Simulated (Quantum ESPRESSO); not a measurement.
**Magnetic state of CrBr2 from several starts**

Does CrBr2 prefer parallel or opposed moments, or none?

Calculated with Quantum ESPRESSO 7.5; LDA; plane waves with GBRV 1.5 LDA potentials, no spin-orbit coupling.

### Step 1. The starting structure

The structure is monoclinic, space group C2/m (No. 12). Conventional cell: a = 7.489 Å, b = 3.662 Å, c = 6.507 Å, α = 90.00°, β = 96.41°, γ = 90.00°. Cr has 6 Br at 2.55 to 3.20 Å nearest. Nearest to Br lie 3 Cr at 2.55 to 3.20 Å. Farther neighbours and most contacts between anions are not listed.

Structure file:

```cif
data_structure
_symmetry_space_group_name_H-M 'C2/m'
_symmetry_Int_Tables_number 12
_cell_length_a 7.4893
_cell_length_b 3.6621
_cell_length_c 6.5067
_cell_angle_alpha 90.000
_cell_angle_beta 96.414
_cell_angle_gamma 90.000
_cell_volume 177.34
loop_
_atom_site_label
_atom_site_type_symbol
_atom_site_symmetry_multiplicity
_atom_site_Wyckoff_symbol
_atom_site_fract_x
_atom_site_fract_y
_atom_site_fract_z
_atom_site_occupancy
Cr1 Cr 2 a 0.00000 0.00000 0.00000 1
Br1 Br 4 i 0.64577 0.00000 0.23323 1
```

The cell comes from Materials Project 2023-11-01, a database of computed structures, and need not be the stable phase.

### Step 2. Run 1 (ferro +)

The signs are those of the starting moments on the seeded atoms, the atoms that are given a moment.

Input file pw.in:

```
&CONTROL
  calculation = 'scf'
  prefix = 'pwscf'
  outdir = './tmp'
  pseudo_dir = './pseudo'
  disk_io = 'nowf'
/
&SYSTEM
  ibrav = 0
  celldm(1) = 8
  nat = 3
  ntyp = 2
  ecutwfc = 40
  ecutrho = 280
  nbnd = 23
  occupations = 'smearing'
  smearing = 'fd'
  degauss = 0.00367493
  nspin = 2
  starting_magnetization(1) = 0.2143
  starting_magnetization(2) = 0
/
&ELECTRONS
  conv_thr = 6d-09
  electron_maxstep = 150
  mixing_beta = 0.3
/
ATOMIC_SPECIES
Cr     51.9961 cr_lda_v1.5.uspp.F.UPF
Br     79.9040 br_lda_v1.4.uspp.F.UPF
CELL_PARAMETERS alat
   0.8845498546720   -0.4325240586408    0.0000000000000
   0.8845498546720    0.4325240586408    0.0000000000000
  -0.1716927205632    0.0000000000000    1.5273583845774
ATOMIC_POSITIONS crystal
Cr      0.0000000000    0.0000000000    0.0000000000
Br      0.6457740000    0.6457740000    0.2332280000
Br      0.3542260000    0.3542260000    0.7667720000
K_POINTS automatic
6 6 6 0 0 0
```

Command:

```console
OMP_NUM_THREADS=1 mpirun -n 4 pw.x -nk 4 -in pw.in > pw.out
```

Output:

```text
Program PWSCF v.7.5 starts

     Message from routine setup:
     using ibrav=0 with symmetry is DISCOURAGED, use correct ibrav instead

     K-points division:     npool     =       4
     Subspace diagonalization in iterative solution of the eigenvalue problem:

     G-vector sticks info
     --------------------
     sticks:   dense  smooth     PW     G-vecs:    dense   smooth      PW
     Sum        1087     617    195                47327    20441    3653

     Using Slab Decomposition

     bravais-lattice index     =            0
     lattice parameter (alat)  =       8.0000  a.u.
     unit-cell volume          =     598.3751 (a.u.)^3
     number of atoms/cell      =            3
     number of atomic types    =            2
     number of electrons       =        28.00
     number of Kohn-Sham states=           23
     kinetic-energy cutoff     =      40.0000  Ry
     charge density cutoff     =     280.0000  Ry
     scf convergence threshold =      6.0E-09
     mixing beta               =       0.3000
     number of iterations used =            8  plain     mixing
     Exchange-correlation=  SLA  PZ   NOGX NOGC
                           (   1   1   0   0   0   0   0)

     celldm(1)=   8.000000  celldm(2)=   0.000000  celldm(3)=   0.000000
     celldm(4)=   0.000000  celldm(5)=   0.000000  celldm(6)=   0.000000

     crystal axes: (cart. coord. in units of alat)
               a(1) = (   0.884550  -0.432524   0.000000 )
               a(2) = (   0.884550   0.432524   0.000000 )
               a(3) = (  -0.171693   0.000000   1.527358 )

     reciprocal axes: (cart. coord. in units 2 pi/alat)
               b(1) = (  0.565259 -1.156005  0.063542 )
               b(2) = (  0.565259  1.156005  0.063542 )
               b(3) = ( -0.000000  0.000000  0.654725 )

     PseudoPot. # 1 for Cr read from file:
     cr_lda_v1.5.uspp.F.UPF
     Pseudo is Ultrasoft + core correction, Zval = 14.0
     Generated by new atomic code, or converted to UPF format
     Using radial grid of  857 points,  6 beta functions with:
                l(1) =   0
                l(2) =   0
                l(3) =   1
                l(4) =   1
                l(5) =   2
                l(6) =   2
     Q(r) pseudized with  8 coefficients,  rinner =    0.950   0.950   0.950
                                                       0.950   0.950

     PseudoPot. # 2 for Br read from file:
     br_lda_v1.4.uspp.F.UPF
     Pseudo is Ultrasoft + core correction, Zval =  7.0
     Generated by new atomic code, or converted to UPF format
     Using radial grid of  879 points,  6 beta functions with:
                l(1) =   0
                l(2) =   0
                l(3) =   1
                l(4) =   1
                l(5) =   2
                l(6) =   2
     Q(r) pseudized with  8 coefficients,  rinner =    1.100   1.100   1.100
                                                       1.100   1.100

     atomic species   valence    mass     pseudopotential
     Cr               14.00    51.99610     Cr( 1.00)
     Br                7.00    79.90400     Br( 1.00)

     Starting magnetic structure
     atomic species   magnetization
     Cr              0.214
     Br              0.000

      4 Sym. Ops., with inversion, found

   Cartesian axes

     site n.     atom                  positions (alat units)
         1        Cr     tau(   1) = (   0.0000000   0.0000000   0.0000000  )
         2        Br     tau(   2) = (   1.1023950   0.0000000   0.3562227  )
         3        Br     tau(   3) = (   0.4950119   0.0000000   1.1711356  )

     number of k points=    68  Fermi-Dirac smearing, width (Ry)=  0.0037
                       cart. coord. in units 2pi/alat
        k(    1) = (   0.0000000   0.0000000   0.0000000), wk =   0.0046296
        k(    2) = (   0.0000000   0.0000000   0.1091209), wk =   0.0092593
        k(    3) = (   0.0000000   0.0000000   0.2182417), wk =   0.0092593
        k(    4) = (   0.0000000   0.0000000  -0.3273626), wk =   0.0046296
        k(    5) = (   0.0942099   0.1926675   0.0105903), wk =   0.0185185
        [... 63 further k-points ...]

     Dense  grid:    47327 G-vectors     FFT dimensions: (  45,  45,  72)

     Smooth grid:    20441 G-vectors     FFT dimensions: (  32,  32,  50)

     Check: negative core charge=   -0.000002
     Generating pointlists ...
     new r_m :   0.2480 (alat units)  1.9839 (a.u.) for type    1
     new r_m :   0.2480 (alat units)  1.9839 (a.u.) for type    2

     Initial potential from superposition of free atoms

     starting charge      27.0000, renormalised to      28.0000

     negative rho (up, down):  6.083E-04 3.927E-04
     Starting wfcs are   18 randomized atomic wfcs +    5 random wfcs

     Self-consistent Calculation

     iteration #  1     ecut=    40.00 Ry     beta= 0.30
     Davidson diagonalization with overlap
     ethr =  1.00E-02,  avg # of iterations =  6.1

     Threshold (ethr) on eigenvalues was too large:
     Diagonalizing with lowered threshold

     Davidson diagonalization with overlap
     ethr =  6.43E-04,  avg # of iterations =  1.7

     negative rho (up, down):  2.166E-04 7.160E-04

     total energy              =    -268.65384499 Ry
     estimated scf accuracy    <       0.19377902 Ry

     total magnetization       =     4.00 Bohr mag/cell
     absolute magnetization    =     4.06 Bohr mag/cell

     iteration #  2     ecut=    40.00 Ry     beta= 0.30
     Davidson diagonalization with overlap
     ethr =  6.92E-04,  avg # of iterations =  2.0

     negative rho (up, down):  0.000E+00 1.264E-03

     total energy              =    -268.67380248 Ry
     estimated scf accuracy    <       0.03297889 Ry

     total magnetization       =     4.00 Bohr mag/cell
     absolute magnetization    =     4.09 Bohr mag/cell

     iteration #  3     ecut=    40.00 Ry     beta= 0.30
     Davidson diagonalization with overlap
     ethr =  1.18E-04,  avg # of iterations =  3.8

     negative rho (up, down):  0.000E+00 3.710E-03

     total energy              =    -268.68177426 Ry
     estimated scf accuracy    <       0.00836114 Ry

     total magnetization       =     4.00 Bohr mag/cell
     absolute magnetization    =     4.12 Bohr mag/cell

     [... further iterations left out ...]

     iteration #  7     ecut=    40.00 Ry     beta= 0.30
     Davidson diagonalization with overlap
     ethr =  5.50E-08,  avg # of iterations =  1.8

     negative rho (up, down):  0.000E+00 4.252E-03

     total energy              =    -268.68254696 Ry
     estimated scf accuracy    <       0.00000297 Ry

     total magnetization       =     4.00 Bohr mag/cell
     absolute magnetization    =     4.17 Bohr mag/cell

     iteration #  8     ecut=    40.00 Ry     beta= 0.30
     Davidson diagonalization with overlap
     ethr =  1.06E-08,  avg # of iterations =  2.0

     negative rho (up, down):  0.000E+00 4.253E-03

     total energy              =    -268.68254776 Ry
     estimated scf accuracy    <       0.00000023 Ry

     total magnetization       =     4.00 Bohr mag/cell
     absolute magnetization    =     4.17 Bohr mag/cell

     iteration #  9     ecut=    40.00 Ry     beta= 0.30
     Davidson diagonalization with overlap
     ethr =  8.24E-10,  avg # of iterations =  2.0

     negative rho (up, down):  0.000E+00 4.251E-03

     total energy              =    -268.68254787 Ry
     estimated scf accuracy    <       0.00000007 Ry

     total magnetization       =     4.00 Bohr mag/cell
     absolute magnetization    =     4.17 Bohr mag/cell

     iteration # 10     ecut=    40.00 Ry     beta= 0.30
     Davidson diagonalization with overlap
     ethr =  2.51E-10,  avg # of iterations =  2.1

     negative rho (up, down):  0.000E+00 4.251E-03

     Magnetic moment per site  (integrated on atomic sphere of radius R)
     atom   1 (R=0.248)  charge= 12.1109  magn=  3.4888
     atom   2 (R=0.248)  charge=  4.8286  magn= -0.0122
     atom   3 (R=0.248)  charge=  4.8286  magn= -0.0122

     End of self-consistent calculation

     Number of k-points >= 100: set verbosity='high' to print the bands.

     the Fermi energy is     4.6158 ev

!    total energy              =    -268.68254790 Ry
     estimated scf accuracy    <          3.6E-09 Ry
     smearing contrib. (-TS)   =      -0.00009438 Ry
     internal energy E=F+TS    =    -268.68245351 Ry

     The total energy is F=E-TS. E is the sum of the following terms:
     one-electron contribution =    -174.28939035 Ry
     hartree contribution      =      94.41590221 Ry
     xc contribution           =     -73.90586557 Ry
     ewald contribution        =    -114.90309980 Ry

     total magnetization       =     4.00 Bohr mag/cell
     absolute magnetization    =     4.17 Bohr mag/cell

     convergence has been achieved in  10 iterations

=------------------------------------------------------------------------------=
   JOB DONE.
=------------------------------------------------------------------------------=
```

Elapsed: 27 s, on 4 MPI ranks of Arm Neoverse V2, shared host; peak memory 0.55 GiB.

Spin moment in the atom's sphere by atom:

| atom | spin moment in the atom's sphere (μB) |
| --- | --- |
| Cr1 | 3.49 |
| Br2 | -0.01 |
| Br3 | -0.01 |

Numbers from this step:

- smearing term TS: 0.001284 eV
- magnetization: 4 μB
- absolute magnetization: 4.173 μB
- final state: ferromagnetic

Spin density in the ac plane of the conventional cell at fractional y = 0.000, with atoms of Cr and Br within 0.2 Å of it.

Values in e/Å³, 10 rows by 16 columns, each cell a mean:
```
2.5 0.6 0.1 0.0 0.0 0.0 0.0 0.0 0.0 0.0 0.0 0.0 0.0 0.1 0.4 2.1
0.2 0.1 0.0 0.0 0.0 0.0 0.0 0.0 0.0 0.0 0.0 0.0 0.0 0.0 0.1 0.2
0.0 0.0 0.0 0.0 0.0 0.0 0.0 0.0 0.0 0.0 0.0 0.0 0.0 0.0 0.0 0.0
0.0 0.0 0.0 0.0 0.0 0.0 0.0 0.0 0.0 0.0 0.0 0.0 0.0 0.0 0.0 0.0
0.0 0.0 0.0 0.0 0.0 0.0 0.0 0.0 0.0 0.0 0.0 0.0 0.0 0.0 0.0 0.0
0.0 0.0 0.0 0.0 0.0 0.0 0.0 0.0 0.0 0.0 0.0 0.0 0.0 0.0 0.0 0.0
0.0 0.0 0.0 0.0 0.0 0.0 0.0 0.0 0.0 0.0 0.0 0.0 0.0 0.0 0.0 0.0
0.0 0.0 0.0 0.0 0.0 0.0 0.0 0.0 0.0 0.0 0.0 0.0 0.0 0.0 0.0 0.0
0.4 0.2 0.1 0.0 0.0 0.0 0.0 0.0 0.0 0.0 0.0 0.0 0.0 0.0 0.1 0.3
3.5 1.1 0.2 0.0 0.0 0.0 0.0 0.0 0.0 0.0 0.0 0.0 0.0 0.1 0.5 2.6
```
Columns run along a (7.5 Å), rows up along c (6.5 Å), edges of the conventional cell, whose origin can differ from the input's. Atoms in or near the plane, at fractional coordinates: Cr at (0.00, 0.00), Br at (0.65, 0.23), Br at (0.35, 0.77).

Valence density in the ac plane of the conventional cell at fractional y = 0.000, with atoms of Cr and Br within 0.2 Å of it. It is the smooth field of the valence electrons, not physical close to the nuclei.

Ten steps, logarithmic in the rise over the least value, from '_' (0 e/Å³) to '@' (13 e/Å³), each cell a mean:
```
@@%%==......::::::::......________..--##@@
##++::....::--====--::..__________..::==##
--::....::--========--..__________....::--
..____..::====**====--..____________......
______..--====**====--..__________________
______..::==========::..__________________
________..::--==--::..____________________
__________..::::....______________________
__________________________________________
__________________________......__________
______________________..::----::..________
____________________..::========::..______
____________________::==========--..______
__....____________..::====**++==--::______
........__________..::==========--........
++==::..__________..::--======--::....::==
@@##==..__________....::------::....::++%%
@@@@++..______..................__..--##@@
```
Columns run along a (7.5 Å), rows up along c (6.5 Å), edges of the conventional cell, whose origin can differ from the input's. Atoms in or near the plane, at fractional coordinates: Cr at (0.00, 0.00), Br at (0.65, 0.23), Br at (0.35, 0.77).

(Continued in part 2 of 2.)

[Logs and program files are shortened in this print: banners, set-up blocks, solver, clock and traceback lines can be left out without a mark of their own.]

[Logs are printed without paths, hosts, clocks, repeated set-up lines and the standing remarks that a program may print on its own settings, such as how far it seeks lower states.]

[Hosts, paths, dates, database ids (printed as entryN), source tags and the programs' standing remarks are cut or masked in the printed files.]

[Where a cell is said to come from a database of computed structures, the database is the Materials Project.]
